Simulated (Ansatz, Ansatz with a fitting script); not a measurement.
# TiO2 (Anatase): the order of polymorphs from LDA to RPA, part 2 of 2

Aim: the order of polymorphs of TiO2 (Anatase) by density functionals and by RPA.

Ansatz 0.2.0; density functionals and EXX+RPA, plane waves.

So far. Step 6 (Energy RPA (polymorph I4_1/amd)): Extrapolated from these cutoffs, the correlation energy is -14.80 eV per atom (fit error 0.13); such a limit moves with the range of cutoffs.

## 7. Energy Hartree-Fock on PAW files (polymorph I4_1/amd)

Exact exchange on orbitals of the same functional is the other half of the RPA total energy; it is taken from PAW data, not from the files of the RPA run.

This step: Hartree-Fock energy on orbitals of LDA, plane waves, PAW.

File input.yaml:

```yaml
crystal:
  lattice:
    - [-1.8877622263, 1.8877622263, 4.7646693065]
    - [1.8877622263, -1.8877622263, 4.7646693065]
    - [1.8877622263, 1.8877622263, -4.7646693065]
  atoms:
    - { symbol: Ti, position: [0.0, 0.0, 0.0] }
    - { symbol: Ti, position: [0.75, 0.25, 0.5] }
    - { symbol: O, position: [0.2080602017, 0.2080602017, 0.0] }
    - { symbol: O, position: [0.9580602017, 0.4580602017, 0.5] }
    - { symbol: O, position: [0.5419397983, 0.0419397983, 0.5] }
    - { symbol: O, position: [0.7919397983, 0.7919397983, 0.0] }
kpoints:
  mp_grid: { grid: [5, 5, 5] }
hamiltonian:
  xc: lda
  pseudopotentials: { kind: paw, source: ansatz, frozen_core: stored }
scf:
  occupations: { method: fixed }
  lower_state_search: "off"
  convergence: { dr2_threshold: 1.0e-09 }
output:
  embedding: [{ level: hf }]
basis:
  ecutwfc: 1000
```

Command:

```console
$ ansatz run input.yaml --threads 20 --pin off --max-ram 73728MiB --backend cpu --events-out ev --progress --plain --runs-dir out
```

Numbers of over 12 decimals in the logs are rounded to 6 here.

The program printed:

```text
Warning: <dir> the record states the generating functional pbe (its physics header spells it `PBE`), which answers neither for hamiltonian.xc's functional nor for the lda family's, and the run keeps its frozen core as the file was made (hamiltonian.pseudopotentials.frozen_core says where one is remade) — results may be inconsistent (PPs are generated against a specific XC)
[...]
Ti: projections on atomic orbitals take those of the free atom [Ne] 3s2 3p6 3d2 4s2, of charge +0.00 (hamiltonian.pseudopotentials.projection_atoms); the dataset's partial waves leave at most 3.9e-6 of an orbital's norm unspanned inside its sphere
[...]
Crystal: 6 atoms, lattice volume = 67.918 Å³
Basis set: ecut = 1000 eV, 4881 PW (Γ), FFT grids on a1+a3, a2+a3, a3
Bands: 30, of which v1, the nominal top of the filled ones, is band 24 counted from 1 (23 counted from 0)
Symmetry: 16 space group operations
[...]
k-points: 18 of 125
[...]
SCF iter   1: F=—  HF=-7133.039496 eV  |F-HF|=—  |Δ(HF+E_count)|=         —  Δρ=1.20e-1  dr2=1.09e1  ethr=3.10e-3  ⟨swp⟩=5.2  Hψ=1880  notcnv=0  defer=45
[...]
SCF iter  10: F=-7130.607501 eV  HF=-7130.607501 eV  |F-HF|=5.33e-10  |Δ(HF+E_count)|=   5.72e-9  Δρ=9.39e-7  dr2=5.96e-10  ethr=2.08e-12  ⟨swp⟩=8.6  Hψ=2214  notcnv=0
SCF 1 converged in 10 iterations: F = -7130.607501 eV  dr2 = 5.96e-10
[...]
Embedding: level 1/1
SCF converged after 10 iterations
Free energy (F): -7130.607501 eV
[...]
Internal energy: -7130.607501 eV  (E = F + TS)
E sigma→0 (E₀):  -7130.607501 eV
Fermi energy:    6.920352 eV
[...]
--- Band table (eV; the first three rows and the last of 18) ---
  k-point 0: bands = [... 20 lower, 6.1479, 6.1480, 6.4449, 6.4449, 8.9519, 9.7179, 10.8844, 10.8844, ... 2 higher]
  k-point 1: bands = [... 20 lower, 5.3313, 5.7741, 6.3126, 6.6737, 9.8234, 10.0479, 10.2102, 10.5184, ... 2 higher]
  k-point 2: bands = [... 20 lower, 4.5986, 5.5020, 6.6112, 6.9204, 10.0441, 10.3417, 10.4637, 10.7724, ... 2 higher]
  k-point 17: bands = [... 20 lower, 5.5896, 6.1861, 6.3367, 6.3850, 9.5670, 10.0381, 10.3344, 10.4302, ... 2 higher]
--- Embedding: other levels on nested regions, to first order at the run's own orbitals ---
  hf on the whole cell: 24 occupied orbitals
    hf − lda = -60.152383 eV: smooth +693.284926, one-centre -49.620660, exact exchange -703.816649 eV
  E of the run      =     -7130.607501 eV
  E with the levels =     -7190.759884 eV; the forces and the stress are the run's own
```

Run time: 2 min. Hardware: 20 threads of Arm Neoverse V2, shared host; peak memory 1.6 GiB; 26 min of CPU time.

Numbers from this step:

| Property | Result |
| --- | --- |
| Hartree-Fock energy on these orbitals | -7190.7599 eV |

## 8. All cells and rungs

The same runs were made at every cell; a script gathers them. RPA correlation comes from norm-conserving files. It is added to exact exchange from a separate PAW run with frozen cores, on orbitals of the same functional but not those of the RPA run. Both sets of files were made for PBE. One row takes the correlation at one cutoff for all cells, another carries it to the limit cell by cell, where the extrapolations scatter.

Cells, by row:

```tsv
polymorph	atoms	volume per formula unit (Å³)
I4_1/amd (141)	6	33.96
P4_2/mnm (136)	6	31.01
P3_121 (152)	9	49.57
```

Energy less that of the first cell; no zero-point or thermal terms; RPA differences under some 15 meV per formula unit don't settle the order. Ladder, by row:

```tsv
level	I4_1/amd (141), meV per formula unit	P4_2/mnm (136), meV per formula unit	P3_121 (152), meV per formula unit	wall time, all cells (s)
LDA	0	36.2	614	5.42
r2SCAN	0	42.6	415	10.77
r2SCAN+rVV10	0	5.1	538.4	18.3
r2SCAN-D4	0	22.7	477.6	12.9
EXX (PAW, exact core-valence exchange)	0	166.4	30.9	-
EXX+RPA, exchange from PAW, correlation at one sphere-equivalent cutoff of 209 eV	0	-19.3	621.2	1733
EXX+RPA, exchange from PAW, correlation extrapolated in each cell	0	15.7	582.1	1733
EXX+RPA on norm-conserving files alone at that cutoff, core-valence term dropped	0	-25.9	631.2	1733
EXX+RPA on norm-conserving files alone at that cutoff, core-valence term semilocal	0	-22.8	634.1	1733
RPA correlation	0	-185.7	590.3	1733
```

## 9. Outcome

```
LDA                                                                               : lowest: I4_1/amd (141)
r2SCAN                                                                            : lowest: I4_1/amd (141)
r2SCAN+rVV10                                                                      : lowest: I4_1/amd (141)
r2SCAN-D4                                                                         : lowest: I4_1/amd (141)
EXX+RPA, exchange from PAW, correlation at one sphere-equivalent cutoff of 209 eV : lowest: P4_2/mnm (136)
EXX+RPA, exchange from PAW, correlation extrapolated in each cell                 : lowest: I4_1/amd (141)
RPA settings                                                                      : 5×5×5, 3×3×5 and 3×3×3 mesh, response cutoffs up to 220 eV
```

What this shows: Against the first cell the two RPA rows with exchange from PAW give P4_2/mnm (136) -19 to 16 meV and P3_121 (152) 582 to 621 meV per formula unit; neither is exact, since one cutoff truncates unlike cells unequally and the extrapolation scatters. They disagree or lie within 15 meV of zero, so the order is not settled. Energies are for static lattices at cells relaxed by one functional; vibrations can shift such differences by some meV per atom. Each cell's own extrapolation carries a fit error of up to 136 meV per atom, and its limit still moves with the cutoffs, so totals aren't converged; only differences at equal settings are used. RPA is evaluated on semilocal orbitals, not self-consistently, on a coarse mesh. The cells differ in size and shape, so mesh and cutoff errors cancel only in part.

[Paths, hosts, dates, memory and timing lines, banners, echoed tables and standing remarks are left out of the program output.]

[Logs are printed without paths, hosts, clocks, repeated set-up lines and the standing remarks that a program may print on its own settings, such as how far it seeks lower states.]

[Runs of the session that timed out or met a known fault of the program may be left out.]

[Hosts, paths, dates, database ids (printed as entryN), source tags and the programs' standing remarks are cut or masked in the printed files.]
